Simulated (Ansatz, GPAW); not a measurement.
**A 4-layer slab of Cu(100) in an electric field**

Aim: the dipole that a field along the normal induces in a 4-layer slab of Cu(100).

Calculated with GPAW 26.7.0 and Ansatz 0.2.0; Ansatz plane waves; slab in vacuum with a dipole correction, relaxation, in the first sound run; inputs show where later runs differ.

## 1. The structure

The cell holds 4 atoms: 4 Cu. Its edges and angles: a = 2.553 Å, b = 2.553 Å, c = 21.415 Å, α = 90.0°, β = 90.0°, γ = 90.0°. Vacuum lies along c.

## 2. Relaxation

Forces are removed first; all later runs use this geometry. The lowest 2 atoms are held at bulk positions and keep their forces.

input.yaml reads:

```yaml
crystal:
  lattice:
    - [2.5526554801, 0.0, 0.0]
    - [0.0, 2.5526554801, 0.0]
    - [0.0, 0.0, 21.415]
  atoms:
    - { symbol: Cu, position: [0.5, 0.5, 0.3735699276] }
    - { symbol: Cu, position: [0.0, 0.0, 0.4578566425] }
    - { symbol: Cu, position: [0.5, 0.5, 0.5421433575] }
    - { symbol: Cu, position: [0.0, 0.0, 0.6264300724] }
kpoints:
  mp_grid: { grid: [12, 12, 1] }
hamiltonian:
  xc: pbe
scf:
  occupations: { method: fermi_dirac, width: 0.1 }
efield:
  axis: 3
  dipole_correction: true
  ramp_width: 0.05
relax:
  f_tol: 0.02
  max_steps: 60
  constraints: [{ sites: [0, 1] }]
output:
  write_potential: true
  write_density: true
  volumetric_format: npy
```

On the command line:

```sh
> ansatz run input.yaml --threads 4 --pin off --max-ram 8192MiB --backend cpu --events-out ev --progress --plain --runs-dir out
```

Numbers of over 12 decimals in the logs are rounded to 6 here.

The program printed:

```text
Engine: ansatz 0.2.0, x86_64-unknown-linux-gnu
Pseudopotentials: kind: paw
Pseudopotential: Cu, paw, valence charge 19, recommended cutoff 420 eV (normal), Cu.paw.azcp
Functional definition: PBE
  parameter kappa = 0.804
  parameter beta = 0.066725
  exchange = pbe_x(kappa = kappa, mu = beta*pi^2/3)
  correlation = pbe_c(beta = beta)
Crystal: 4 atoms, lattice volume = 139.541 Å³
Basis set: ecut = 420 eV, 2755 PW (Γ), exchange–correlation on 36×36×288 points (8 copies of the dense FFT grid, shifted against one another)
Bands: 46, of which v1, the nominal top of the filled ones, is band 38 counted from 1 (37 counted from 0)
Symmetry: 8 space group operations
k-points: 28 of 144
Non-local potential: Cu, projectors of the file, l = 0: 3, l = 1: 2, l = 2: 3, l = 3: 1
PAW form: soft (Blöchl's): semilocal exchange-correlation on the pseudo side does not see the compensation charge
PAW one-centre angular grid: Cu, 590 points (default); XC on 64 Gauss nodes
Initial density: superposition of atomic densities (neutral atoms: chi_scale 0, normalization atom), corrected by the library's trained network
Initial wavefunctions: pseudopotential atomic-orbital guess
Functional: x = pbe(κ = 0.804, μ = 0.219515), c = pbe(β = 0.066725)
SCF iter   1: F=—  HF=-26499.487997 eV  |F-HF|=—  |Δ(HF+E_count)|=         —  Δρ=1.50e-3  dr2=1.09e-2  ethr=1.77e-3  p=0.000 e·Å  D=9.06e-14 V/Å  ΔV_dip=-0.00 eV  dr2_dipole=2.72e-9  V_vac-E_F(+/−)=4.49/4.49 eV  ⟨swp⟩=8.2  Hψ=5570  notcnv=0  defer=11
efield: sawtooth ramp at fractional position 0.9750 (placed from the atoms, in the widest stretch of the axis that holds none; the zero of the levels goes with the place), width 0.0500; the density the first Hamiltonian is built on has a dipole p = 0.000 e·Å; the dipole correction subtracts the counter field D = 9.06e-14 V/Å, which shifts the + side's vacuum level by -0.00 eV against the − side's; the planar-averaged density in the ramp window peaks in size at 5.7e-5 e/Å³
preconditioner: auto → LDOS  [metal: Δε(μ)=0.060 eV  Ē_g=8.121 eV  σ=0.100 eV  W_gap=0.15  n_scr=20 (ndim 8)  ℏωp=20.9 eV  f_vac=0.607  D(μ)=1.29/eV (n_scr^D=8)  β→1.0]
SCF iter   2: F=—  HF=-26499.491849 eV  |F-HF|=—  |Δ(HF+E_count)|=   3.85e-3  Δρ=1.28e-3  dr2=2.47e-3  ethr=1.43e-5  p=0.000 e·Å  D=1.91e-5 V/Å  ΔV_dip=-0.00 eV  dr2_dipole=1.00e-7  V_vac-E_F(+/−)=4.58/4.58 eV  ⟨swp⟩=2.6  Hψ=2768  notcnv=0  defer=40
SCF iter   3: F=—  HF=-26499.492130 eV  |F-HF|=—  |Δ(HF+E_count)|=   2.82e-4  Δρ=1.73e-3  dr2=2.35e-3  ethr=3.24e-6  p=-0.000 e·Å  D=-3.56e-5 V/Å  ΔV_dip=0.00 eV  dr2_dipole=3.73e-7  V_vac-E_F(+/−)=4.57/4.57 eV  ⟨swp⟩=2.8  Hψ=2592  notcnv=0  defer=40
SCF iter   4: F=—  HF=-26499.491613 eV  |F-HF|=—  |Δ(HF+E_count)|=   5.18e-4  Δρ=7.50e-4  dr2=6.01e-4  ethr=3.09e-6  p=0.000 e·Å  D=5.28e-5 V/Å  ΔV_dip=-0.00 eV  dr2_dipole=1.04e-7  V_vac-E_F(+/−)=4.57/4.57 eV  ⟨swp⟩=2.3  Hψ=2081  notcnv=0  defer=40
SCF iter   5: F=—  HF=-26499.491509 eV  |F-HF|=—  |Δ(HF+E_count)|=   1.04e-4  Δρ=1.61e-4  dr2=3.25e-5  ethr=7.91e-7  p=0.000 e·Å  D=3.32e-6 V/Å  ΔV_dip=-0.00 eV  dr2_dipole=8.18e-11  V_vac-E_F(+/−)=4.58/4.58 eV  ⟨swp⟩=2.0  Hψ=1692  notcnv=0  defer=40
SCF iter   6: F=-26499.491500 eV  HF=-26499.491507 eV  |F-HF|=6.72e-6  |Δ(HF+E_count)|=   2.27e-6  Δρ=8.55e-5  dr2=6.68e-6  ethr=1.32e-8  p=0.000 e·Å  D=2.27e-5 V/Å  ΔV_dip=-0.00 eV  dr2_dipole=2.52e-9  V_vac-E_F(+/−)=4.58/4.58 eV  ⟨swp⟩=12.2  Hψ=12508  notcnv=0
SCF 1 converged in 6 iterations: F = -26499.491500 eV  dr2 = 6.68e-6
  greatest PAW one-centre occupation: 1.000 electrons in one spin orbital (limit 2), on the Cu atom at site 3 (counted from 0), in its partial waves of l = 0
relax step   1: F+E_penalty+E_count = -26499.49150021 eV  Δ(F+E_penalty+E_count) = +0.000e0 eV  max|allowed force component| = 2.182e-1 eV/Å  Δτ_max = 0.0000 Å  (6 SCF iters, dr2 threshold 1.00e-5 eV, accepted)
Initial density: handed on by an earlier stage of this run
Initial wavefunctions: those handed on with the density
iter 1 solved again at ethr=4.81e-7 eV; its pass at ethr=3.10e-3 eV (dr2=3.66e-4 eV) is discarded
SCF iter   1: F=—  HF=-26499.493641 eV  |F-HF|=—  |Δ(HF+E_count)|=         —  Δρ=7.51e-4  dr2=3.72e-4  ethr=4.81e-7  p=0.000 e·Å  D=2.28e-5 V/Å  ΔV_dip=-0.00 eV  dr2_dipole=4.69e-7  V_vac-E_F(+/−)=4.58/4.58 eV  ⟨swp⟩=2.8  Hψ=4256  notcnv=0  defer=54
efield: sawtooth ramp at fractional position 0.9750 (handed on by an earlier solve), width 0.0500; the density the first Hamiltonian is built on has a dipole p = 0.000 e·Å; the dipole correction subtracts the counter field D = 2.28e-5 V/Å, which shifts the + side's vacuum level by -0.00 eV against the − side's; the planar-averaged density in the ramp window peaks in size at 3.3e-5 e/Å³
preconditioner: auto → LDOS  [metal: Δε(μ)=0.090 eV  Ē_g=8.182 eV  σ=0.100 eV  W_gap=0.22  n_scr=20 (ndim 8)  ℏωp=20.9 eV  f_vac=0.606  D(μ)=1.28/eV (n_scr^D=8)  β→1.0]
SCF iter   2: F=—  HF=-26499.493459 eV  |F-HF|=—  |Δ(HF+E_count)|=   1.82e-4  Δρ=2.76e-4  dr2=1.20e-4  ethr=4.81e-7  p=0.000 e·Å  D=2.28e-4 V/Å  ΔV_dip=-0.00 eV  dr2_dipole=1.54e-5  V_vac-E_F(+/−)=4.58/4.58 eV  ⟨swp⟩=2.0  Hψ=2219  notcnv=0  defer=54
SCF iter   3: F=—  HF=-26499.493452 eV  |F-HF|=—  |Δ(HF+E_count)|=   6.68e-6  Δρ=3.37e-4  dr2=1.04e-4  ethr=1.57e-7  p=0.000 e·Å  D=2.26e-4 V/Å  ΔV_dip=-0.00 eV  dr2_dipole=1.52e-6  V_vac-E_F(+/−)=4.58/4.58 eV  ⟨swp⟩=2.0  Hψ=2214  notcnv=0  defer=54
SCF iter   4: F=-26499.493436 eV  HF=-26499.493438 eV  |F-HF|=1.10e-6  |Δ(HF+E_count)|=   1.45e-5  Δρ=3.00e-5  dr2=2.34e-6  ethr=3.91e-9  p=0.000 e·Å  D=1.49e-4 V/Å  ΔV_dip=-0.00 eV  dr2_dipole=2.25e-7  V_vac-E_F(+/−)=4.58/4.58 eV  ⟨swp⟩=10.9  Hψ=11352  notcnv=0
SCF 2 converged in 4 iterations: F = -26499.493436 eV  dr2 = 2.34e-6
  greatest PAW one-centre occupation: 1.000 electrons in one spin orbital (limit 2), on the Cu atom at site 0 (counted from 0), in its partial waves of l = 0
relax step   2: F+E_penalty+E_count = -26499.49343642 eV  Δ(F+E_penalty+E_count) = -1.936e-3 eV  max|allowed force component| = 1.393e-1 eV/Å  Δτ_max = 0.0117 Å  (4 SCF iters, dr2 threshold 2.97e-6 eV, accepted)
SCF iter   1: F=—  HF=-26499.495315 eV  |F-HF|=—  |Δ(HF+E_count)|=         —  Δρ=1.27e-3  dr2=1.04e-3  ethr=1.39e-5  p=0.000 e·Å  D=1.49e-4 V/Å  ΔV_dip=-0.00 eV  dr2_dipole=5.73e-8  V_vac-E_F(+/−)=4.58/4.58 eV  ⟨swp⟩=3.1  Hψ=3129  notcnv=0  defer=53
efield: sawtooth ramp at fractional position 0.9750 (handed on by an earlier solve), width 0.0500; the density the first Hamiltonian is built on has a dipole p = 0.000 e·Å; the dipole correction subtracts the counter field D = 1.49e-4 V/Å, which shifts the + side's vacuum level by -0.00 eV against the − side's; the planar-averaged density in the ramp window peaks in size at 3.1e-5 e/Å³
preconditioner: auto → LDOS  [metal: Δε(μ)=0.088 eV  Ē_g=8.181 eV  σ=0.100 eV  W_gap=0.21  n_scr=20 (ndim 8)  ℏωp=20.9 eV  f_vac=0.606  D(μ)=1.29/eV (n_scr^D=8)  β→1.0]
SCF iter   2: F=—  HF=-26499.494828 eV  |F-HF|=—  |Δ(HF+E_count)|=   4.87e-4  Δρ=4.13e-4  dr2=2.78e-4  ethr=1.37e-6  p=0.001 e·Å  D=6.91e-4 V/Å  ΔV_dip=-0.01 eV  dr2_dipole=4.01e-5  V_vac-E_F(+/−)=4.57/4.58 eV  ⟨swp⟩=2.0  Hψ=2543  notcnv=0  defer=53
SCF iter   3: F=—  HF=-26499.494803 eV  |F-HF|=—  |Δ(HF+E_count)|=   2.43e-5  Δρ=4.62e-4  dr2=1.91e-4  ethr=3.66e-7  p=0.000 e·Å  D=4.01e-4 V/Å  ΔV_dip=-0.01 eV  dr2_dipole=9.58e-7  V_vac-E_F(+/−)=4.57/4.58 eV  ⟨swp⟩=2.1  Hψ=2073  notcnv=0  defer=53
SCF iter   4: F=—  HF=-26499.494776 eV  |F-HF|=—  |Δ(HF+E_count)|=   2.73e-5  Δρ=7.75e-5  dr2=9.04e-6  ethr=2.52e-7  p=0.000 e·Å  D=5.09e-4 V/Å  ΔV_dip=-0.01 eV  dr2_dipole=6.01e-7  V_vac-E_F(+/−)=4.57/4.58 eV  ⟨swp⟩=2.0  Hψ=1805  notcnv=0  defer=53
SCF iter   5: F=-26499.494777 eV  HF=-26499.494777 eV  |F-HF|=2.13e-7  |Δ(HF+E_count)|=   8.48e-7  Δρ=2.79e-5  dr2=8.43e-7  ethr=1.60e-9  p=0.000 e·Å  D=5.03e-4 V/Å  ΔV_dip=-0.01 eV  dr2_dipole=4.61e-8  V_vac-E_F(+/−)=4.57/4.58 eV  ⟨swp⟩=10.0  Hψ=10862  notcnv=0
SCF 3 converged in 5 iterations: F = -26499.494777 eV  dr2 = 8.43e-7
relax step   3: F+E_penalty+E_count = -26499.49477683 eV  Δ(F+E_penalty+E_count) = -1.340e-3 eV  max|allowed force component| = 7.156e-4 eV/Å  Δτ_max = 0.0199 Å  (5 SCF iters, dr2 threshold 1.21e-6 eV, accepted)
iter 1 solved again at ethr=1.10e-9 eV; its pass at ethr=3.10e-3 eV (dr2=8.36e-7 eV) is discarded
SCF iter   1: F=—  HF=-26499.494778 eV  |F-HF|=—  |Δ(HF+E_count)|=         —  Δρ=2.77e-5  dr2=8.36e-7  ethr=1.10e-9  p=0.000 e·Å  D=5.03e-4 V/Å  ΔV_dip=-0.01 eV  dr2_dipole=4.59e-8  V_vac-E_F(+/−)=4.57/4.58 eV  ⟨swp⟩=1.0  Hψ=3248  notcnv=0  defer=53
efield: sawtooth ramp at fractional position 0.9750 (handed on by an earlier solve), width 0.0500; the density the first Hamiltonian is built on has a dipole p = 0.000 e·Å; the dipole correction subtracts the counter field D = 5.03e-4 V/Å, which shifts the + side's vacuum level by -0.01 eV against the − side's; the planar-averaged density in the ramp window peaks in size at 3.1e-5 e/Å³
SCF iter   2: F=—  HF=-26499.494779 eV  |F-HF|=—  |Δ(HF+E_count)|=   1.49e-7  Δρ=7.70e-5  dr2=4.77e-6  ethr=1.10e-9  p=0.000 e·Å  D=5.29e-4 V/Å  ΔV_dip=-0.01 eV  dr2_dipole=6.59e-10  V_vac-E_F(+/−)=4.57/4.58 eV  ⟨swp⟩=2.0  Hψ=2306  notcnv=0  defer=53
SCF iter   3: F=—  HF=-26499.494778 eV  |F-HF|=—  |Δ(HF+E_count)|=   9.15e-7  Δρ=1.35e-5  dr2=1.92e-7  ethr=1.10e-9  p=0.000 e·Å  D=5.30e-4 V/Å  ΔV_dip=-0.01 eV  dr2_dipole=9.57e-9  V_vac-E_F(+/−)=4.57/4.58 eV  ⟨swp⟩=2.0  Hψ=2301  notcnv=0  defer=53
SCF iter   4: F=-26499.494778 eV  HF=-26499.494778 eV  |F-HF|=4.38e-8  |Δ(HF+E_count)|=   8.33e-9  Δρ=7.25e-6  dr2=4.70e-8  ethr=1.32e-10  p=0.000 e·Å  D=5.33e-4 V/Å  ΔV_dip=-0.01 eV  dr2_dipole=2.98e-10  V_vac-E_F(+/−)=4.57/4.58 eV  ⟨swp⟩=10.0  Hψ=9119  notcnv=0
SCF 4 converged in 4 iterations: F = -26499.494778 eV  dr2 = 4.70e-8
relax step   4: F+E_penalty+E_count = -26499.49477763 eV  Δ(F+E_penalty+E_count) = -7.917e-7 eV  max|allowed force component| = 9.248e-4 eV/Å  Δτ_max = 0.0000 Å  (4 SCF iters, accepted)
NSCF: frozen V_eff on 28 k-points
the band table was solved once a step of the walk had ended and its energy, with any forces and stress, was formed, with the checks that follow a solve (7791 applications of the Hamiltonian). They found nothing against the state; the energy, forces and stress were not computed again (output.eigenvalues in the input reference)
WARN: The input density's exchange-correlation potential varies sharply where the density is thin. Do not read a vacuum level from v_tot or v_xc, or from such a field of the output density. On a cell that repeats whose density bears no net charge and no dipole along the vacuum's axis use v_es (v_loc + v_h of the components); under efield.dipole_correction with no amplitude use v_es + v_field, which holds any external [...]
SCF converged after 4 iterations
Free energy (F): -26499.494778 eV
Harris-Foulkes:  -26499.494778 eV  (|F-HF|=4.38e-8)
Internal energy: -26499.450302 eV  (E = F + TS)
E sigma→0 (E₀):  -26499.472540 eV
Entropy (-TS):   -0.044475 eV (-11.119 meV/atom)
Fermi energy:    2.699234 eV
Dipole field:    D = 0.000506 V/Å  (p = 0.000390 e·Å, saw-weighted, corrected)
Work function:   Φ+ = 4.5710 eV   Φ− = 4.5818 eV
Levels:          The Fermi level and band energies are counted from a zero that moves with the ramp; work functions are not
--- Per-component energies (eV) ---
  E_band       = -2488.919520
  E_kinetic    = 1198.304679
  E_local      = -144769.034376  (includes V_loc(G=0)·N_el)
  E_nonlocal   = 1567.141306
  E_hartree    = 70896.831349
  E_xc         = -355.048441
  E_vxc        = -457.882410  (∫ρ·V_xc dr)
  E_paw        = -6658.910410  (= ΣΔE_a)
  E_vpaw       = -1821.120011  (= ΣTr[D̂ρ^β])
  E_aug_tail   = 0.001143  (compensation charges beyond the density's cutoff)
  E_efield     = 0.000000  (sawtooth field / dipole correction)
  E_vefield    = -0.000339  (∫n·V_field dr)
  E_ewald      = 51621.264447
  E_smearing   = -0.044475  (= −TS)
  E_closure    = 0.000000  (closes the sum)
  Σ components = -26499.494778   (vs F -26499.494778, Δ=0.00e0)
--- Forces (eV/Å), atoms counted from 1 ---
  atom   1  Cu     0.00000000     0.00000000     0.10447300
  atom   2  Cu     0.00000000     0.00000000    -0.10556382
  atom   3  Cu    -0.00000000     0.00000000     0.00092475
  atom   4  Cu     0.00000000     0.00000000     0.00009967
  max |Σ_I F_I| component: 6.64e-5 eV/Å
--- Band table (eV; the first three rows and the last of 28) ---
  k-point 0: bands = [... 34 lower, 1.0213, 1.2399, 1.2689, 1.2689, 1.2694, 2.2374, 3.8154, 7.0802, ... 4 higher]
  k-point 1: bands = [... 34 lower, 1.0886, 1.1267, 1.1709, 1.2270, 1.2994, 2.5219, 4.1509, 7.2464, ... 4 higher]
  k-point 2: bands = [... 34 lower, 1.0840, 1.1078, 1.1761, 1.2373, 1.2941, 3.1559, 4.9683, 7.7374, ... 4 higher]
  k-point 27: bands = [... 34 lower, 1.6257, 1.6444, 5.1817, 5.1817, 7.3670, 7.3670, 10.1340, 10.1389, ... 4 higher]
--- Relaxed structure (4 steps of the walk, 4 accepted, 0 SCFs on fresh bases) ---
  F+E_penalty+E_count = -26499.49477763 eV   max|allowed force component| = 9.248e-4 eV/Å
  atoms:
    - { symbol: Cu, position: [0.5, 0.5, 0.3735699276] }
    - { symbol: Cu, position: [0.0, 0.0, 0.4578566425] }
    - { symbol: Cu, position: [0.5, 0.5, 0.543619] }
    - { symbol: Cu, position: [0, 0.0, 0.626604] }
```

Run time: 6.5 s. Hardware: 4 threads of Intel Xeon 6975P-C (Granite Rapids), shared host; peak memory 0.54 GiB; 24 s of CPU time.

The steps of the relaxation:

```csv
step,energy less that of the first step (eV),largest force component (eV/Å)
1,0.0000,0.2182
2,-0.0019,0.1393
3,-0.0033,0.0007
4,-0.0033,0.0009
```

Forces are held to the 8 operations that the run works with; a distortion that breaks them can't arise in this run.

The atoms that moved most (Å):

```csv
atom,dx,dy,dz,length
Cu3,0.000,0.000,0.032,0.032
```

Final coordinates:

```xyz
4
Lattice="2.5527 0.0000 0.0000 0.0000 2.5527 0.0000 0.0000 0.0000 21.4150" Properties=species:S:1:pos:R:3
Cu    1.2763    1.2763    8.0000
Cu    0.0000    0.0000    9.8050
Cu    1.2763    1.2763   11.6416
Cu    0.0000    0.0000   13.4187
```

This step gave:

```yaml
free_energy: -26499.4948 eV
smearing_term_ts: 0.04448 eV
symmetry_operations: 8
upper_work_function: 4.571 eV
lower_work_function: 4.582 eV
dipole_along_the_normal: 3.90e-4 e·Å
dipole_field: 5.06e-4 V/Å
vacuum_level_above: 7.270 eV
vacuum_level_below: 7.281 eV
```

The electrostatic potential energy of an electron (with the applied field's), less the Fermi level, planar mean oscillates, so the rows of the table below give means over windows of 1 Å about each position, cut where the curve ends. Its maxima inside the range that stand out by 2 % of the span (Å: eV): 8.9: -1.84, 10.7: -1.58, 12.5: -2.24. Its minima: 8.0: -14.4, 9.8: -14.7, 11.6: -14.6, 13.4: -14.4.

Table of electrostatic potential energy of an electron (with the applied field's), less the Fermi level, planar mean by z; means over each step:

z (Å), electrostatic potential energy of an electron (with the applied field's), less the Fermi level, planar mean (eV) and a bar from the least value:
```
        0        4.6 ##############################
        1        4.6 ##############################
        2        4.6 ##############################
        3        4.6 ##############################
        4        4.6 ##############################
        5        4.6 ##############################
        6        4.3 #############################
        7        0.3 ######################
        8      -12.0 
        9       -5.5 ############
       10      -11.5 #
       11       -6.5 ##########
       12      -10.0 ####
       13       -9.0 #####
       14       -5.8 ###########
       15        3.7 ############################
       16        4.5 ##############################
       17        4.6 ##############################
       18        4.6 ##############################
       19        4.6 ##############################
       20        4.6 ##############################
       21        4.6 ##############################
```

The valence density, planar mean by z:

```csv
z (Å),"valence density, planar mean (e/Å³)"
4.5,1.7e-4
5.0,6.3e-4
5.5,0.00227
6.0,0.00804
6.5,0.0287
7.0,0.107
7.5,0.856
8.0,3.98
8.5,0.885
9.0,0.341
9.5,2.07
10.0,3.03
10.5,0.429
11.0,0.483
11.5,3.39
12.0,1.68
12.5,0.325
13.0,1.31
13.5,3.77
14.0,0.552
14.5,0.0864
15.0,0.0232
15.5,0.00647
16.0,0.00183
16.5,5.5e-4
17.0,1.3e-4
```

The relaxation lowered the energy of the cell by 0.00328 eV.

[end of part 1 of 2]

[Logs are printed without paths, hosts, clocks, repeated set-up lines and the standing remarks that a program may print on its own settings, such as how far it seeks lower states.]

[Hosts, paths, dates, database ids (printed as entryN), source tags and the programs' standing remarks are cut or masked in the printed files.]
